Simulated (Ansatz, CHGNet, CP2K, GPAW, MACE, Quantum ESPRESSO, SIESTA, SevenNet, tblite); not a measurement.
# CP2K on random packing of 40Si3N4-60SiO2 (mol %) (92 atoms): settings against a plane-wave reference

Aim: run random packing of 40Si3N4-60SiO2 (mol %) (92 atoms) in CP2K and see how near its forces come to a plane-wave reference, and at what cost.

Main program and level: CP2K 2026.2; the method is named at each step.

## 1. The starting structure

The cell holds 92 atoms: 36 Si, 32 N and 24 O. Its edges and angles: a = 10.618 Å, b = 10.618 Å, c = 10.618 Å, α = 90.0°, β = 90.0°, γ = 90.0°. 92 atoms (36 Si, 32 N, 24 O) packed at random in a cube at 2.56 g/cm³ and pushed apart as soft spheres, cations and anions kept from their own kind; a start for melting by ab initio MD, not an equilibrated structure. Then every atom was moved at random, 0.05 Å r.m.s. a Cartesian component.

The yardstick, on the same geometry:

* method: Kohn-Sham DFT, PBE, PAW, plane waves (Ansatz 0.2.0); cutoff 420 eV, Γ point, fermi-dirac smearing of 0.05 eV; PAW set soft_2
* r.m.s. force component: 1.615 eV/Å
* longest force: 5.308 eV/Å
* pressure: -13.61 GPa
* SCF cycles: 12
* time: 16 s on 4 threads of Arm Neoverse V1, shared host
* CPU time: 61 s

## 2. PBE, DZVP-MOLOPT-SR, 600/50 Ry, diagonalisation

Method: Kohn-Sham DFT, PBE, GTH-PBE pseudopotentials, Gaussian and plane waves, DZVP-MOLOPT-SR-GTH, diagonalisation.

input.inp

```
&GLOBAL
  PROJECT cell
  RUN_TYPE ENERGY_FORCE
  PRINT_LEVEL LOW
&END GLOBAL
&FORCE_EVAL
  METHOD QS
  STRESS_TENSOR ANALYTICAL
  &DFT
    BASIS_SET_FILE_NAME BASIS_MOLOPT
    POTENTIAL_FILE_NAME GTH_POTENTIALS
    &MGRID
      CUTOFF 600
      REL_CUTOFF 50
      NGRIDS 5
    &END MGRID
    &QS
      EPS_DEFAULT 1.0E-12
    &END QS
    &SCF
      SCF_GUESS ATOMIC
      EPS_SCF 5.0E-06
      MAX_SCF 200
      ADDED_MOS 14
      &DIAGONALIZATION
        ALGORITHM STANDARD
      &END DIAGONALIZATION
      &SMEAR ON
        METHOD FERMI_DIRAC
        ELECTRONIC_TEMPERATURE [K] 580
      &END SMEAR
      &MIXING
        METHOD BROYDEN_MIXING
        ALPHA 0.3
        NBROYDEN 12
      &END MIXING
      &PRINT
        &RESTART OFF
        &END RESTART
      &END PRINT
    &END SCF
    &XC
      &XC_FUNCTIONAL PBE
      &END XC_FUNCTIONAL
    &END XC
    &PRINT
      &MULLIKEN ON
      &END MULLIKEN
      &HIRSHFELD ON
        SHAPE_FUNCTION DENSITY
      &END HIRSHFELD
      &MO ON
        EIGENVALUES T
        OCCUPATION_NUMBERS T
        MO_INDEX_RANGE 213 236
        &EACH
          QS_SCF 0
        &END EACH
        ADD_LAST NUMERIC
      &END MO
    &END PRINT
  &END DFT
  &SUBSYS
    &CELL
      A 10.61780 0.00000 0.00000
      B 0.00000 10.61780 0.00000
      C 0.00000 0.00000 10.61780
    &END CELL
    &TOPOLOGY
      COORD_FILE_NAME structure.xyz
      COORD_FILE_FORMAT XYZ
    &END TOPOLOGY
    &KIND Si
      BASIS_SET DZVP-MOLOPT-SR-GTH-q4
      POTENTIAL GTH-PBE-q4
    &END KIND
    &KIND N
      BASIS_SET DZVP-MOLOPT-SR-GTH-q5
      POTENTIAL GTH-PBE-q5
    &END KIND
    &KIND O
      BASIS_SET DZVP-MOLOPT-SR-GTH-q6
      POTENTIAL GTH-PBE-q6
    &END KIND
  &END SUBSYS
  &PRINT
    &FORCES ON
    &END FORCES
    &STRESS_TENSOR ON
    &END STRESS_TENSOR
  &END PRINT
&END FORCE_EVAL
```

structure.xyz

```xyz
92

Si 2.24014 2.99295 0.40454
Si 0.18464 6.63676 0.42429
Si 0.52728 10.55048 7.96781
Si 4.89672 8.68791 4.72577
Si 3.80860 6.38969 9.52045
Si 5.67288 5.00279 6.95901
Si 0.28233 2.69257 8.20883
Si 7.64333 3.07300 7.33159
Si 3.77601 1.32712 6.55033
Si 1.92745 7.68623 2.16327
Si 9.16189 7.72519 1.96578
Si 6.93342 9.49199 1.35674
Si 9.56802 2.90684 10.50791
Si 5.95966 10.25308 8.70670
Si 7.31811 4.47700 0.10278
Si 9.34207 5.27237 9.28187
Si 4.74361 0.48959 0.22340
Si 7.01061 7.00775 8.19354
Si 7.99616 4.30488 2.68163
Si 3.07948 4.47084 2.38539
Si 3.96193 6.73190 6.94075
Si 4.98856 3.83207 9.71274
Si 9.76625 10.18927 10.18576
Si 3.72303 3.88250 4.87506
Si 7.31811 9.17527 5.49046
Si 1.54797 1.55837 5.22587
Si 8.02154 5.09782 5.59685
Si 4.69795 10.35299 2.74555
Si 9.78345 8.07017 8.53161
Si 2.44464 8.74450 5.80114
Si 0.15067 5.84244 7.23423
Si 7.89996 1.19482 5.62287
Si 5.49991 5.22587 3.04816
Si 0.29199 8.21223 4.40957
Si 7.87639 1.24483 9.31967
Si 2.80841 2.95621 8.38275
N 6.35274 1.70140 2.10254
N 3.99091 2.21434 9.39951
N 8.20544 6.38884 1.06964
N 1.63249 5.23245 8.01092
N 5.01606 7.08823 5.68870
N 8.37819 7.40061 9.57057
N 9.46152 9.33963 7.45858
N 0.19526 3.91818 2.79206
N 4.45342 3.18916 1.36279
N 8.87775 1.84251 3.52235
N 2.35630 1.68027 2.03267
N 4.85117 2.52300 4.37931
N 8.80534 10.00229 2.37531
N 1.96482 4.03115 5.89192
N 2.18206 10.23248 6.62880
N 2.45898 6.07105 0.58355
N 4.29893 3.17345 6.75335
N 1.49329 9.42786 9.23706
N 10.45779 1.21648 5.96402
N 1.57876 1.27191 9.26403
[... 32 atom lines left out ...]
O 6.63559 3.43571 5.78734
O 5.26229 1.06571 7.71150
O 0.72647 6.78074 3.15986
O 5.37282 7.72169 0.34359
```

Launch:

```console
$ OMP_NUM_THREADS=1 mpirun -np 4 cp2k.psmp -i input.inp > output.txt
```

Numbers of over 12 decimals in the logs are rounded to 6 here.

The program printed:

```text
CP2K| version string:                                       CP2K version 2026.2
 CP2K| Input file name                                                 input.inp
 GLOBAL| Basis set file name                                        BASIS_MOLOPT
 GLOBAL| Potential file name                                      GTH_POTENTIALS
 GLOBAL| Run type                                                   ENERGY_FORCE
 GLOBAL| Total number of message passing processes                             4
 GLOBAL| Number of threads for this process                                    1
 TOTAL NUMBERS AND MAXIMUM NUMBERS
  Total number of            - Atomic kinds:                                   3
                             - Atoms:                                         92
                             - Shell sets:                                    92
                             - Shells:                                       460
                             - Primitive Cartesian functions:                424
                             - Cartesian basis functions:                   1288
                             - Spherical basis functions:                   1196
  Maximum angular momentum of- Orbital basis functions:                        2
                             - Local part of the GTH pseudopotential:          2
                             - Non-local part of the GTH pseudopotential:      2
 SCF PARAMETERS         Density guess:                                    ATOMIC
                        max_scf:                                             200
                        eps_scf:                                        5.00E-06
                        added MOs                                        14    0
                        Mixing method:                            BROYDEN_MIXING
                                                charge density mixing in g-space
                        Smear method:                                FERMI_DIRAC
                        Electronic temperature [K]:                        580.0
                        Electronic temperature [a.u.]:                  1.84E-03
                        Accuracy threshold:                             1.00E-10
 Extrapolation method: initial_guess
 Number of electrons:                                                        448
 Number of occupied orbitals:                                                224
 Number of molecular orbitals:                                               238
 Number of orbital functions:                                               1196
 Number of independent orbital functions:                                   1196
 SCF WAVEFUNCTION OPTIMIZATION
  Step     Update method      Time    Convergence         Total energy    Change
 *** the last MO => Add more MOs for proper smearing.                   ***
     1 NoMix/Diag. 0.30E+00    3.4     1.47252560      -843.2017637308 -8.43E+02
 *** the last MO => Add more MOs for proper smearing.                   ***
     2 Broy./Diag. 0.30E+00    4.4     1.66524000      -787.9903413744  5.52E+01
 *** the last MO => Add more MOs for proper smearing.                   ***
     3 Broy./Diag. 0.30E+00    4.5     1.77417091      -853.5130988732 -6.55E+01
[...]
4 Broy./Diag. 0.30E+00    4.5     1.30042549      -846.7208993943  6.79E+00
[...]
*** the last MO => Add more MOs for proper smearing.                   ***
    40 Broy./Diag. 0.30E+00    4.6     0.00000644      -840.1681962771  1.77E-06
 *** the last MO => Add more MOs for proper smearing.                   ***
    41 Broy./Diag. 0.30E+00    4.6     0.00000415      -840.1682019840 -5.71E-06
  *** SCF run converged in    41 steps ***
  Electronic density on regular grids:       -448.0000000000        0.0000000000
  Core density on regular grids:              447.9999999996       -0.0000000004
  Total charge density on r-space grids:       -0.0000000004
  Total charge density g-space grids:          -0.0000000004
  Overlap energy of the core charge distribution:               5.1929e-08
  Self energy of the core charge distribution:              -2161.136500
  Core Hamiltonian energy:                                    578.324475
  Hartree energy:                                             945.428220
  Exchange-correlation energy:                               -202.765340
  Electronic entropic energy:                                  -0.019057
  Fermi energy:                                                 0.172638
  Total energy:                                              -840.168202
  Total energy (extrapolated to T->0):                       -840.158674
 MO| EIGENVALUES AND OCCUPATION NUMBERS
 MO|
 MO|  Index      Eigenvalue [a.u.]        Eigenvalue [eV]             Occupation
 MO|    213               0.157969               4.298556               1.999320
 MO|    214               0.159147               4.330622               1.998709
 MO|    215               0.160045               4.355036               1.997897
[...]
MO|    235               0.185671               5.052358               0.001657
 MO|    236               0.186259               5.068366               0.001203
 MO| Sum:                                                             448.000000
 MO| E(Fermi):            0.172638 a.u.          4.697732 eV
 !-----------------------------------------------------------------------------!
                     Mulliken Population Analysis
 #  Atom  Element  Kind  Atomic population                           Net charge
       1     Si       1          3.557211                              0.442789
       2     Si       1          3.644927                              0.355073
       3     Si       1          3.497372                              0.502628
[...]
91     O        3          6.375194                             -0.375194
      92     O        3          6.276795                             -0.276795
 # Total charge                            448.000000                 -0.000000
 !-----------------------------------------------------------------------------!
 !-----------------------------------------------------------------------------!
                           Hirshfeld Charges
  #Atom  Element  Kind  Ref Charge     Population                    Net charge
      1       Si     1       4.000          3.746                         0.254
      2       Si     1       4.000          3.769                         0.231
      3       Si     1       4.000          3.685                         0.315
[...]
91       O      3       6.000          6.222                        -0.222
     92       O      3       6.000          6.181                        -0.181
  Total Charge                                                           -0.000
 !-----------------------------------------------------------------------------!
 ENERGY| Total FORCE_EVAL ( QS ) energy [hartree]           -840.168205
 FORCES| Atomic forces [hartree/bohr]
 FORCES|   Atom     x               y               z               |f|
 FORCES|      1 -1.49469559E-03 -5.29301492E-02  4.55803580E-02   6.98670441E-02
 FORCES|      2  2.98664126E-02 -7.23214453E-03 -1.85986825E-02   3.59195978E-02
 FORCES|      3  3.13493673E-02 -2.78985175E-02 -2.91065234E-02   5.10715166E-02
[...]
FORCES|     91  1.53422167E-02  5.75958826E-02  5.18066450E-03   5.98289946E-02
 FORCES|     92 -2.56512855E-04 -5.77710296E-03  5.86209329E-05   5.78309207E-03
 FORCES| Sum    -3.44637467E-03 -3.45421697E-03 -9.66971246E-03
 FORCES| Total atomic force                                       1.08310873E-02
 STRESS| Analytical stress tensor [bar]
 STRESS|                        x                   y                   z
 STRESS|      x       -1.27081741513E+05  -7.35680737187E+03  -1.62965773225E+03
 STRESS|      y       -7.35680737187E+03  -1.39278949151E+05   3.24298398439E+03
 STRESS|      z       -1.62965773225E+03   3.24298398439E+03  -1.24141075500E+05
 STRESS| 1/3 Trace                                            -1.30167255388E+05
```

The job ended after 3.3 min (4 MPI ranks of Arm Neoverse V1, shared host; peak memory 4.4 GiB; 13 min of CPU time).

Banners, paths, timers and routine set-up lines are dropped from the logs unmarked, and long logs keep their key lines alone; longer cuts are marked.

Against the reference:

```yaml
r_m_s_force_component: 1.609 eV/Å
r_m_s_difference_of_force_components: 70.52 meV/Å
longest_difference_of_force_vectors: 259.8 meV/Å
force_difference_over_r_m_s_force: 4.366 %
slope_of_forces_against_the_reference_s: 0.9953
correlation_of_force_components: 0.999
pressure: -13.02 GPa
pressure_difference: 0.5906 GPa
```

Length of the force difference by element (eV/Å):

```csv
element,atoms,mean,most
N,32,0.065,0.13
O,24,0.12,0.23
Si,36,0.14,0.26
```

Local excerpt of 11 atoms (numbers count through the whole input) about Si21, which bears the longest force; x, y, z are measured from there.

```csv
atom,x,y,z,distance (Å),Hirshfeld charge (e),Fx,Fy,Fz (eV/Å)
Si21,0.00,0.00,0.00,0.00,0.29,-4.77,1.65,-1.51
N41,1.05,0.36,-1.25,1.68,-0.29,-1.25,0.98,-1.53
O74,0.06,-1.36,1.03,1.71,-0.19,1.58,0.30,0.00
O86,-1.70,-0.15,-0.68,1.84,-0.19,3.40,1.65,0.33
Si6,1.71,-1.73,0.02,2.43,0.32,0.46,-2.93,0.19
Si5,-0.15,-0.34,2.58,2.61,0.32,-1.13,1.59,2.90
Si30,-1.52,2.01,-1.14,2.77,0.28,-1.54,0.16,-1.87
N40,-2.33,-1.50,1.07,2.97,-0.15,-0.77,-2.87,-0.53
N60,1.99,1.74,1.43,3.01,-0.25,1.48,-2.13,-1.11
Si4,0.93,1.96,-2.21,3.10,0.31,-1.56,-1.16,-0.15
O81,3.09,-0.34,-0.41,3.14,-0.21,-0.13,-0.91,-1.85
```

Forces lie 4.4 % from the reference's, at 13 times its CPU time.

The forces add up to 0.56 eV/Å instead of zero, usually a sign of too coarse a grid.

[end of part 1 of 2]

[Also dropped from logs without a mark: logging warnings of Python, and SIESTA's first energy breakdown and zero terms.]

[Logs are printed without paths, hosts, clocks, repeated set-up lines and the standing remarks that a program may print on its own settings, such as how far it seeks lower states.]

[Hosts, paths, dates, database ids (printed as entryN), source tags and the programs' standing remarks are cut or masked in the printed files.]
